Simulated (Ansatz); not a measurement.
# NbTe2 (P-3m1): how robust is the cRPA U?

What does U in NbTe2 (P-3m1) depend on besides the window?

Main program and level: Ansatz 0.2.0; constrained RPA on LDA, plane waves, PAW.

Report form: the programs' logs are mostly left out.

**1. The starting structure**

It takes space group P-3m1 (No. 164, trigonal). Conventional cell: a = 3.720 Å, b = 3.720 Å, c = 7.148 Å, α = 90.00°, β = 90.00°, γ = 120.00°. Nearest to Nb lie 6 Te at 2.81 Å. Nearest to Te lie 3 Nb at 2.81 Å. Farther neighbours and most contacts between anions are not listed.

The cell and positions are those that the Materials Project relaxed with its own functionals (PBE, PBE+U or r2SCAN), kept fixed. The program's search for lower electronic states was switched off, so nothing shows that the state found is the lowest. Spin-orbit coupling is left out unless a step names it. The default PAW set here is soft_2. Its files were made with PBE.

**2. Base: Nb t2g + anion p, bands v7 to c2, 6×6×2 mesh, medium accuracy**

Constrained RPA screens the interaction with every transition except those inside the target bands, which a later many-body model would treat itself.

input.yaml reads:

```yaml
crystal:
  lattice:
    - [-2.63076537, 1.0e-08, -2.63076539]
    - [2.63076537, -2.63076539, 1.0e-08]
    - [-4.12705361, -4.12705355, 4.12705355]
  atoms:
    - { symbol: Nb, position: [0.0, 0.0, 0.0] }
    - { symbol: Te, position: [0.66666667, 0.33333333, 0.74563223] }
    - { symbol: Te, position: [0.33333333, 0.66666667, 0.25436777] }
kpoints:
  mp_grid: { grid: [12, 12, 4] }
hamiltonian:
  xc: lda
scf:
  occupations: { method: gaussian, width: 0.08 }
  n_extra_bands: 19
  max_iter: 150
  lower_state_search: "off"
output:
  crpa:
    kmesh: [6, 6, 2]
    target_bands: [v7, c2]
    projections:
      - { species: Nb, l: d, shell: 4, orbitals: [dxz, dyz, dxy] }
      - { species: Te, l: p, shell: 5 }
  local_orbitals:
    kmesh: [12, 12, 4]
    orbitals:
      - { species: Nb, l: d, shell: 4, orbitals: [dxz, dyz, dxy] }
      - { species: Te, l: p, shell: 5 }
    window: { bands: [v7, c2] }
    seedname: lo
```

Run with:

```sh
$ ansatz run input.yaml --threads 4 --pin off --max-ram 9216MiB --backend cpu --events-out ev --progress --plain --runs-dir out
```

The job ended after 15 min (4 threads of Arm Neoverse V1, shared host; peak memory 0.72 GiB).

This step gave:

| Property | Result |
| --- | --- |
| U | 3.017 eV |
| U prime (inter-orbital) | 2.322 eV |
| J | 0.3316 eV |
| bare V | 11.75 eV |
| bare J | 0.4530 eV |
| stated bound on U | 0.003386 eV |
| U over bare V | 0.2568 |
| electrons in the window | 13.00 |
| head of the constrained inverse dielectric matrix | 0.1894 |
| least eigenvalue of the projection's overlap | 0.3224 |
| target functions | 9 |
| bands in the sums | 50 |
| r.m.s. miss of the model bands | 0.002720 eV |
| width of the target bands | 7.228 eV |
| weight of the projected orbitals in the window | 0.9481 |

On the Nb t2g shell, screening brings the on-site interaction from 11.7 eV down to U = 3.02 eV.

**3. Changed: 3×3×2 mesh**

input.yaml, the sections that differ from step 2:

```yaml
output:
  crpa:
    kmesh: [3, 3, 2]
    target_bands: [v7, c2]
    projections:
      - { species: Nb, l: d, shell: 4, orbitals: [dxz, dyz, dxy] }
      - { species: Te, l: p, shell: 5 }
# crystal, kpoints, hamiltonian, scf: as in step 2
```

Wall time 67 s (4 threads); peak memory 0.62 GiB.

Numbers from this step:

- U: 3.135 eV
- U prime (inter-orbital): 2.460 eV
- J: 0.3217 eV
- bare V: 11.62 eV
- bare J: 0.4422 eV
- stated bound on U: 0.003930 eV
- U over bare V: 0.2698
- electrons in the window: 13
- head of the constrained inverse dielectric matrix: 0.2280
- least eigenvalue of the projection's overlap: 0.3224
- target functions: 9
- bands in the sums: 50
- width of the target bands: 7.228 eV
- weight of the projected orbitals in the window: 0.9481

On the Nb t2g shell, screening brings the on-site interaction from 11.6 eV down to U = 3.13 eV.

**4. Changed: sums over states on smooth products**

Edit input.yaml of step 3 so:

```diff
@@ -20,3 +20,3 @@
   crpa:
-    kmesh: [3, 3, 2]
+    kmesh: [6, 6, 2]
     target_bands: [v7, c2]
@@ -25 +25,5 @@
       - { species: Te, l: p, shell: 5 }
+    accuracy: sum_over_states
+    pair_densities: pseudo
+    n_empty_bands: 46
+    ecut_chi: 136
```

Wall time 56 s (4 threads); peak memory 0.57 GiB; 3.5 min of CPU time.

This variant gives U = 3.09 eV against 3.02 eV. It is a finite sum over empty states with no bound on its error and stays out of the table below.

**5. Changed: accuracy low**

Edit input.yaml of step 4 so:

```diff
@@ -25,5 +25,2 @@
       - { species: Te, l: p, shell: 5 }
-    accuracy: sum_over_states
-    pair_densities: pseudo
-    n_empty_bands: 46
-    ecut_chi: 136
+    accuracy: low
```

It took 6.9 min on 4 threads; peak memory 0.68 GiB; 27 min of CPU time.

This step gave:

```yaml
u: 3.007 eV
u_prime_inter_orbital: 2.315 eV
j: 0.3301 eV
bare_v: 11.75 eV
bare_j: 0.4530 eV
stated_bound_on_u: 0.04914 eV
u_over_bare_v: 0.2560
electrons_in_the_window: 13.00
head_of_the_constrained_inverse_dielectric_matrix: 0.1894
least_eigenvalue_of_the_projection_s_overlap: 0.3224
target_functions: 9
bands_in_the_sums: 50
width_of_the_target_bands: 7.228 eV
weight_of_the_projected_orbitals_in_the_window: 0.9481
```

On the Nb t2g shell, screening brings the on-site interaction from 11.7 eV down to U = 3.01 eV.

**6. Changed: spin-orbit coupling, which the program doesn't serve**

This step: constrained RPA on LDA with spin-orbit coupling, plane waves, PAW.

Edit input.yaml of step 5 so:

```diff
@@ -18,2 +18,5 @@
   lower_state_search: "off"
+magnetization:
+  noncollinear: true
+  spin_orbit: true
 output:
@@ -25,2 +28 @@
       - { species: Te, l: p, shell: 5 }
-    accuracy: low
```

Run time: 0.03 s. Hardware: 4 threads; peak memory 0.033 GiB.

The program refused the input before any cycle.

The program's message: “Error: output.crpa with magnetization.noncollinear: true — the cRPA pipeline runs scalar-band solve channels only (unpolarised or collinear) — spinor oscillator elements are not implemented; use a col …”

The fault put into this input: spin-orbit coupling, which the program doesn't serve.

**7. Side by side**

Times are wall times on 4 threads of Arm Neoverse V1, shared host, good to a factor of about two.

| run | bare V (eV) | U (eV) | J (eV) | bound on U (eV) | width (eV) | time |
| --- | --- | --- | --- | --- | --- | --- |
| target window | 11.75 | 3.017 | 0.332 | 0.0034 | 7.23 | 15 min |
| 3×3×2 mesh | 11.62 | 3.135 | 0.322 | 0.0039 | 7.23 | 67 s |
| accuracy low | 11.75 | 3.007 | 0.330 | 0.0491 | 7.23 | 6.9 min |

**8. Results**

```yaml
target_window: U 3.02 eV, J 0.33 eV
3x3x2_mesh: U 3.13 eV, J 0.32 eV
accuracy_low: U 3.01 eV, J 0.33 eV
```

In words: 3×3×2 mesh moves U by +0.12 eV at 0.072 times the time. Accuracy low moves U by −0.01 eV (within the solver's bounds, for the mean over orbitals) at 0.44 times the time. The printed bound covers the solver alone, not the mesh, and no denser mesh than the base was run. The parent state is non-magnetic and the interaction static (zero frequency); U depends on the window and the orbitals, so it belongs to this model alone. A window that holds the anion p bands defines a model with explicit ligands; its U belongs to that model and is not the U of DFT+U.

[Paths, hosts, dates, memory and timing lines, banners, echoed tables and standing remarks are left out of the program output.]

[Logs are printed without paths, hosts, clocks, repeated set-up lines and the standing remarks that a program may print on its own settings, such as how far it seeks lower states.]

[Runs of the session that timed out or met a known fault of the program may be left out.]

[Hosts, paths, dates, database ids (printed as entryN), source tags and the programs' standing remarks are cut or masked in the printed files.]
